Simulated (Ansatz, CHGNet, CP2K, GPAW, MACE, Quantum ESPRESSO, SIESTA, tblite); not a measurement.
## Running random rock-salt (Na, Li, K)Cl solid solution (64 atoms) with GPAW

How do the settings of GPAW change the result for random rock-salt (Na, Li, K)Cl solid solution (64 atoms)? A plane-wave run serves as the yardstick.

Method: the method is named at each step, in GPAW 26.7.0.

## (1) The starting structure

The cell holds 64 atoms: 10 Na, 32 Cl, 11 Li and 11 K. Its edges and angles: a = 11.382 Å, b = 11.382 Å, c = 11.382 Å, α = 90.0°, β = 90.0°, γ = 90.0°. Rock-salt lattice (a = 5.691 Å, the mean of the end members), 2 x 2 x 2 cells, metal sites filled at random with 10 Na, 11 Li, 11 K; then minimised and run for 3 ps at 250 K (NVT) with a classical potential, last frame taken. Then every atom was moved at random, 0.05 Å r.m.s. a Cartesian component.

The yardstick, on the same geometry:

| Item | Value |
| --- | --- |
| method | Kohn-Sham DFT, PBE, SSSP efficiency 1.3.0 pseudopotentials, plane waves (Quantum ESPRESSO 7.5); sssp-pbe-1.3.0-efficiency, cutoffs 45/360 Ry, Γ point |
| r.m.s. force component | 0.2488 eV/Å |
| longest force | 0.9208 eV/Å |
| pressure | 2.079 GPa |
| gap (highest filled to lowest empty level) | 3.943 eV |
| time | 4.3 min on 2 MPI ranks of Arm Neoverse V1, shared host |
| CPU time | 8.7 min |

## (2) PBE, LCAO dzp, h 0.2 Å

Method: Kohn-Sham DFT, PBE, PAW, atomic orbitals (dzp).

run.py reads:

```python
import numpy as np
from ase.io import read
from gpaw import GPAW, FermiDirac

atoms = read("structure.xyz")
atoms.calc = GPAW(
    mode="lcao",
    basis="dzp",
    h=0.2,
    xc="PBE",
    kpts={"size": (1, 1, 1), "gamma": True},
    occupations=FermiDirac(0.05),
    maxiter=200,
    symmetry={"point_group": False},
    txt="gpaw.txt",
)
energy = atoms.get_potential_energy(force_consistent=True)
forces = atoms.get_forces()
print(f"energy {energy:.6f} eV")
print("forces (eV/A)")
for i, (a, f) in enumerate(zip(atoms, forces)):
    print(f"{i:4d} {a.symbol:2s} {f[0]:10.5f} {f[1]:10.5f} {f[2]:10.5f}")
print(f"Fermi level {atoms.calc.get_fermi_level():.4f} eV")
for k in range(len(atoms.calc.get_ibz_k_points())):
    for s in range(atoms.calc.get_number_of_spins()):
        e = atoms.calc.get_eigenvalues(kpt=k, spin=s)
        n = np.searchsorted(e, atoms.calc.get_fermi_level())
        print(f"k {k} spin {s} levels about the Fermi level:", np.round(e[max(n - 6, 0):n], 4).tolist(), "|", np.round(e[n:n + 6], 4).tolist())
```

structure.xyz reads:

```xyz
64
Lattice="11.38200 0.00000 0.00000 0.00000 11.38200 0.00000 0.00000 0.00000 11.38200" Properties=species:S:1:pos:R:3 pbc="T T T"
Na 11.19909 0.17301 11.37711
Cl 2.58599 0.16242 0.15730
Li 0.49000 3.01828 2.75262
Cl 2.96774 3.01930 2.87088
K 2.74249 11.22584 2.98516
Cl 11.01436 0.27863 2.74010
Na 3.01282 2.98425 11.37767
Cl 0.13454 2.94043 0.14136
Na 11.20387 0.30003 5.69624
Cl 2.89900 0.21751 5.78513
K 11.35468 3.06790 8.53570
Cl 3.03103 3.22270 8.58977
K 2.91243 0.02686 8.66102
Cl 11.10872 0.19133 8.49666
Li 3.06529 2.76230 5.45118
Cl 0.43320 2.94077 5.55669
Li 0.19452 5.63455 0.12657
Cl 2.73794 5.70819 0.20692
K 11.24758 8.59432 3.01407
Cl 2.81318 8.20824 2.82342
Li 3.07644 5.56261 2.84459
Cl 0.00672 5.39484 2.69401
Na 2.75240 8.49040 0.08832
Cl 0.07808 8.40925 0.10528
K 11.12249 5.90202 5.84067
Cl 2.89592 5.46564 5.45790
K 10.40736 8.63063 8.84734
Cl 3.24740 8.37419 8.85394
Li 3.03706 5.79014 9.03367
Cl 0.39257 5.98932 8.88046
K 2.82843 8.51931 5.84682
Cl 11.36584 8.96856 5.96792
K 5.71889 0.02299 0.07307
Cl 8.70780 10.70557 10.47918
Li 5.65594 2.99096 2.91607
Cl 8.15315 2.65815 2.24157
Na 8.38649 0.14592 3.23203
Cl 5.68349 0.31904 3.07473
Na 8.58521 2.97856 11.16517
Cl 5.52687 3.02295 11.21537
Na 5.76965 0.18336 5.74825
Cl 8.52535 0.15400 5.97031
Li 5.65424 3.11241 8.63279
Cl 8.29725 2.92700 8.50782
Li 8.46263 0.47349 8.46992
Cl 5.87300 0.26361 8.48187
Li 7.93086 2.54115 6.10940
Cl 5.34146 2.91812 5.79845
Na 5.57456 5.68667 0.10517
Cl 8.61891 5.79105 11.27615
K 5.72583 8.49837 2.93849
Cl 8.45831 8.03911 3.30886
Na 8.49177 5.24972 2.42585
Cl 5.62840 5.43900 2.73498
Na 8.52637 8.32343 0.63136
Cl 5.59425 8.44783 0.04189
[... 4 atom lines left out ...]
Li 8.07416 5.22366 9.01022
Cl 5.63944 5.71661 8.80705
Li 8.40606 9.08602 5.55396
Cl 5.80619 8.99440 5.83168
```

The run is started by

```sh
$ OMP_NUM_THREADS=1 python run.py > output.txt
```

What it wrote:

```text
energy -206.922335 eV
forces (eV/A)
   0 Na    0.18566   -0.10776   -0.08170
   1 Cl    0.05747   -0.20546   -0.18960
   2 Li   -0.11786    0.11622    0.22006
   3 Cl    0.13045   -0.12775   -0.10008
   4 K    -0.21243    0.22925   -0.08059
   5 Cl   -0.00368   -0.02665    0.19299
   6 Na   -0.65386   -0.05106    0.02848
   7 Cl   -0.35286    0.07798    0.17717
   8 Na    0.51424    0.20501    0.06397
   9 Cl   -0.03378    0.15906    0.03498
  10 K     0.40950    0.33310   -0.28240
  11 Cl    0.30199    0.01433    0.14321
  12 K    -0.31591    0.09835   -0.11749
  13 Cl   -0.07507   -0.07734   -0.05152
  14 Li   -0.67519    0.31526    0.10606
  15 Cl    0.15835   -0.53124   -0.35804
  16 Li    0.24633    0.07310   -0.04776
  17 Cl    0.12107   -0.00654    0.02599
  18 K     0.47657   -0.20822   -0.01782
  19 Cl    0.00954   -0.09709   -0.08572
  20 Li   -0.21203   -0.03923    0.22229
  21 Cl   -0.11121    0.14254   -0.34656
  22 Na    0.00666   -0.04258   -0.06605
  23 Cl   -0.31207    0.11937    0.40626
[...]
56 K    -0.05828    0.07967    0.00637
  57 Cl   -0.28465   -0.08220    0.04649
  58 K    -0.04254    0.03417   -0.21141
  59 Cl   -0.02090    0.16363    0.03581
  60 Li   -0.14276    0.64377   -0.40978
  61 Cl    0.18325   -0.58072    0.06370
  62 Li   -0.03567   -0.54972    0.29257
  63 Cl    0.45961   -0.17639   -0.28688
Fermi level 2.5623 eV
k 0 spin 0 levels about the Fermi level: [0.7003, 0.7919, 0.8714, 0.9661, 1.041, 1.1898] | [4.9081, 6.0764, 6.401, 6.6314, 6.7542, 6.8676]
```

gpaw.txt:

```text
Input parameters:
  mode=LCAO(),
  basis={'default': 'dzp'},
  h=0.2,
  kpts=MonkhorstPack(size=(1, 1, 1), gamma=True),
  maxiter=200,
  occupations=Occupations(name='fermi-dirac', width=0.05, fixmagmom=False),
  symmetry=Symmetry(point_group=False),
  xc=XC(name='PBE')
Unit cell  # Å
| periodic |         x |         y |         z |   lengths |    angles |
|----------|-----------|-----------|-----------|-----------|-----------|
|      yes | 11.382000 |  0.000000 |  0.000000 | 11.382000 | 90.000000 |
|      yes |  0.000000 | 11.382000 |  0.000000 | 11.382000 | 90.000000 |
|      yes |  0.000000 |  0.000000 | 11.382000 | 11.382000 | 90.000000 |
Number of symmetries: 1
Symmetry operations  # r_c * U_cc + t_c -> r_c
|   | kind |            matrix            |
|---|------|------------------------------|
| 0 |  E   |  1, 0, 0,  0, 1, 0,  0, 0, 1 |
BZ-sampling:
  Number of BZ points: 1
  Number of IBZ points: 1
  Monkhorst-Pack size: [1, 1, 1]
  Monkhorst-Pack shift: [0, 0, 0]
[... lines left out ...]
      Number of RI-basis functions 0
Reference energy: -628379.937065  # eV
eigensolver:
density mixing:
  MSR1-Mixer
occupation numbers:
  Fermi-Dirac:
    width: 0.0500  # eV
FastPoissonSolver using
    Stencil: 6*3+1=19 point O(h^6) finite-difference Laplacian
xc functional:
  name: PBE with 2 nearest neighbor stencil
interpolation: tri-quintic # 5. degree polynomial
Initialization done in: 11.533 s
convergence criteria:
- Maximum [total energy] change in last 3 cyles: 0.0005 eV / valence electron
- Maximum integral of absolute [dens]ity change: 0.0001 electrons / valence electron
- Maximum integral of absolute [eigenst]ate change: 4e-08 eV^2 / valence electron
maximum number of iterations: 200
SCF iterations
|iter     |      energy | eigst |  dens |
|---------|-------------|-------|-------|
|iter:   1| -207.943725 |      c|       |
|iter:   2| -207.659075 |      c| -1.42 |
|iter:   3| -206.834252 |      c| -1.45 |
|iter:   4| -206.916220 |      c| -1.99 |
|iter:   5| -206.922287c|      c| -2.58 |
|iter:   6| -206.922326c|      c| -3.48 |
|iter:   7| -206.922333c|      c| -3.99 |
|iter:   8| -206.922335c|      c| -4.45c|
Converged in 8 steps
SCF loop duration: 200.257 s (25.032 s/step)
Energy contributions relative to reference atoms: (reference = -628379.937065)
Energy contributions:
  Kinetic:         431.519220
  Coulomb:        -406.990933
  Zero:              4.531710
  External:          0.000000
  Xc:             -235.982332
  Entropy:          -0.000000
  Spinorbit:         0.000000
  ----------------------------
  Free energy:    -206.922335
  Extrapolated:   -206.922335
dipole moment: (50.416885, -279.526346, -138.265958)  # |e|*Ang
Fermi level: 2.562
Eigenvalues  # (at kpt = [0.000, 0.000, 0.000])
| band index |      eig [eV] | occ [0-2] |
|------------|---------------|-----------|
|          0 |       -27.704 |     2.000 |
|        ... |               |           |
|        194 |         0.589 |     2.000 |
|        195 |         0.664 |     2.000 |
[...]
|        209 |         7.312 |     0.000 |
|        ... |               |           |
|        246 |         9.661 |     0.000 |
Gap: 3.718 eV
Transition (v -> c):
  (s=0, k=0, n=201, [0.00, 0.00, 0.00]) -> (s=0, k=0, n=202, [0.00, 0.00, 0.00])
No difference between direct/indirect transitions
Force computation time: 64.338  # s
timing:  # [seconds]
  Total:  276.158  # ━━━━━━━━━━━━━━━━━━━━━━━━━━━━━━━━━━━━━━━━━━━━━━━━━━━━━━━━
  Init:    11.532  # ━━╸
  SCF:    200.257  # ━━━━━━━━━━━━━━━━━━━━━━━━━━━━━━━━━━━━━━━━╸
  Forces:  64.338  # ━━━━━━━━━━━━━
```

Elapsed: 4.6 min, on 1 thread of Arm Neoverse V1, shared host; peak memory 1.6 GiB.

Banners, paths, timers and routine set-up lines are dropped from the logs unmarked, and long logs keep their key lines alone; longer cuts are marked.

Against the reference:

```yaml
r_m_s_force_component: 0.2732 eV/Å
r_m_s_difference_of_force_components: 42.67 meV/Å
longest_difference_of_force_vectors: 186.4 meV/Å
force_difference_over_r_m_s_force: 17.15 %
slope_of_forces_against_the_reference_s: 1.088
correlation_of_force_components: 0.991
spacing_of_highest_filled_and_lowest_empty_level: 3.718 eV
gap_difference: -0.2246 eV
```

Length of the force difference by element (eV/Å):

```
element  atoms   mean   most
     Cl     32  0.081   0.19
      K     11  0.059  0.085
     Li     11  0.051   0.11
     Na     10  0.034  0.058
```

Levels nearest the highest filled one (eV from it): -0.49, -0.40, -0.32, -0.22, -0.15, 0.00, 3.72, 4.89, 5.21, 5.44, 5.56, 5.68.

Local excerpt of 14 atoms (numbers count through the whole input) about Cl48, which bears the longest force; x, y, z are measured from there.

```
atom      x      y      z  distance (Å)  bonds     Fx     Fy  Fz (eV/Å)
Cl48   0.00   0.00   0.00          0.00      6   0.95  -0.42       0.09
Li15  -2.28  -0.16  -0.35          2.31      5  -0.68   0.32       0.11
Li47   2.59  -0.38   0.31          2.64      4  -0.11   0.36      -0.24
Na41   0.43  -2.73  -0.05          2.77      6  -0.56   0.30       0.18
Li43   0.31   0.19   2.83          2.86      6  -0.59  -0.03       0.03
Li35   0.31   0.07  -2.88          2.90      5   0.03  -0.07       0.01
 K57   0.70   2.91  -0.05          2.99      7  -0.06   0.08       0.01
Cl26  -2.45   2.55  -0.34          3.55      5   0.15   0.20      -0.18
Cl12  -2.31   0.30   2.79          3.64      5   0.30   0.01       0.14
Cl10  -2.44  -2.70  -0.01          3.64      6  -0.03   0.16       0.03
Cl58   3.32   1.48  -0.74          3.71      4  -0.28  -0.08       0.05
 Cl4  -2.37   0.10  -2.93          3.77      6   0.13  -0.13      -0.10
Cl38   0.34  -2.60  -2.72          3.78      6   0.37  -0.14      -0.09
Cl46   0.53  -2.65   2.68          3.81      6   0.49   0.45      -0.17
```

Atoms are counted from 1 here, from 0 in the log.

Forces lie 17 % from the reference's, at 0.53 times its CPU time (on 1 against 2 cores).

## (3) PBE, LCAO dzp, h 0.16 Å

Method: Kohn-Sham DFT, PBE, PAW, atomic orbitals (dzp).

run.py, as its differences from that of step 2:

```diff
@@ -8,3 +8,3 @@
     basis="dzp",
-    h=0.2,
+    h=0.16,
     xc="PBE",
```

structure.xyz is that of step 2.

What it wrote:

```text
energy -208.833796 eV
forces (eV/A)
   0 Na    0.18581   -0.10726   -0.08308
   1 Cl    0.05761   -0.17488   -0.17033
   2 Li   -0.12429    0.11840    0.22950
   3 Cl    0.09912   -0.09948   -0.09677
   4 K    -0.22193    0.22814   -0.08784
   5 Cl   -0.07716   -0.04083    0.23518
   6 Na   -0.65235   -0.05119    0.02927
   7 Cl   -0.35094    0.07995    0.17639
   8 Na    0.51496    0.20623    0.06387
   9 Cl   -0.03557    0.16832    0.02992
  10 K     0.40087    0.32993   -0.28335
  11 Cl    0.32680   -0.00167    0.12555
[...]
59 Cl   -0.01620    0.18767    0.07528
  60 Li   -0.14437    0.63772   -0.40766
  61 Cl    0.17011   -0.62878    0.02946
  62 Li   -0.03820   -0.55841    0.29580
  63 Cl    0.47623   -0.21304   -0.27186
Fermi level 2.5608 eV
k 0 spin 0 levels about the Fermi level: [0.7, 0.7918, 0.871, 0.9659, 1.0411, 1.1897] | [4.9078, 6.0762, 6.4005, 6.6311, 6.7541, 6.867]
```

gpaw.txt:

```text
Input parameters:
  mode=LCAO(),
  basis={'default': 'dzp'},
  h=0.16,
  kpts=MonkhorstPack(size=(1, 1, 1), gamma=True),
  maxiter=200,
  occupations=Occupations(name='fermi-dirac', width=0.05, fixmagmom=False),
  symmetry=Symmetry(point_group=False),
  xc=XC(name='PBE')
[... lines left out ...]
  Fermi-Dirac:
[... lines left out ...]
convergence criteria:
- Maximum [total energy] change in last 3 cyles: 0.0005 eV / valence electron
[... lines left out ...]
Converged in 8 steps
[... lines left out ...]
  Free energy:    -208.833796
[... lines left out ...]
Fermi level: 2.561
[... lines left out ...]
|          0 |       -27.702 |     2.000 |
|        ... |               |           |
|        194 |         0.589 |     2.000 |
|        195 |         0.664 |     2.000 |
[...]
|        209 |         7.312 |     0.000 |
|        ... |               |           |
|        246 |         9.661 |     0.000 |
Gap: 3.718 eV
Transition (v -> c):
  (s=0, k=0, n=201, [0.00, 0.00, 0.00]) -> (s=0, k=0, n=202, [0.00, 0.00, 0.00])
No difference between direct/indirect transitions
Force computation time: 133.613  # s
timing:  # [seconds]
  Total:  561.763  # ━━━━━━━━━━━━━━━━━━━━━━━━━━━━━━━━━━━━━━━━━━━━━━━━━━━━━━━━
  Init:    16.583  # ━╸
  SCF:    411.531  # ━━━━━━━━━━━━━━━━━━━━━━━━━━━━━━━━━━━━━━━━━
  Forces: 133.613  # ━━━━━━━━━━━━━╸
```

It took 9.4 min on 1 thread; peak memory 3.2 GiB.

Compared with the plane-wave run:

| Item | Value |
| --- | --- |
| r.m.s. force component | 0.2732 eV/Å |
| r.m.s. difference of force components | 41.46 meV/Å |
| longest difference of force vectors | 153.1 meV/Å |
| force difference over r.m.s. force | 16.66 % |
| slope of forces against the reference's | 1.089 |
| correlation of force components | 0.9917 |
| gap (highest filled to lowest empty level) | 3.718 eV |
| gap difference | -0.2248 eV |
| energy less the same-level run's | -29.87 meV/atom |
| r.m.s. force difference from the same-level run | 18.77 meV/Å |

Against the first run (17 %), the force difference from the reference is 17 %, at 2.0 times the CPU time.

[end of part 1 of 2]

[Also dropped from logs without a mark: logging warnings of Python, and SIESTA's first energy breakdown and zero terms.]

[Logs are printed without paths, hosts, clocks, repeated set-up lines and the standing remarks that a program may print on its own settings, such as how far it seeks lower states.]

[Hosts, paths, dates, database ids (printed as entryN), source tags and the programs' standing remarks are cut or masked in the printed files.]
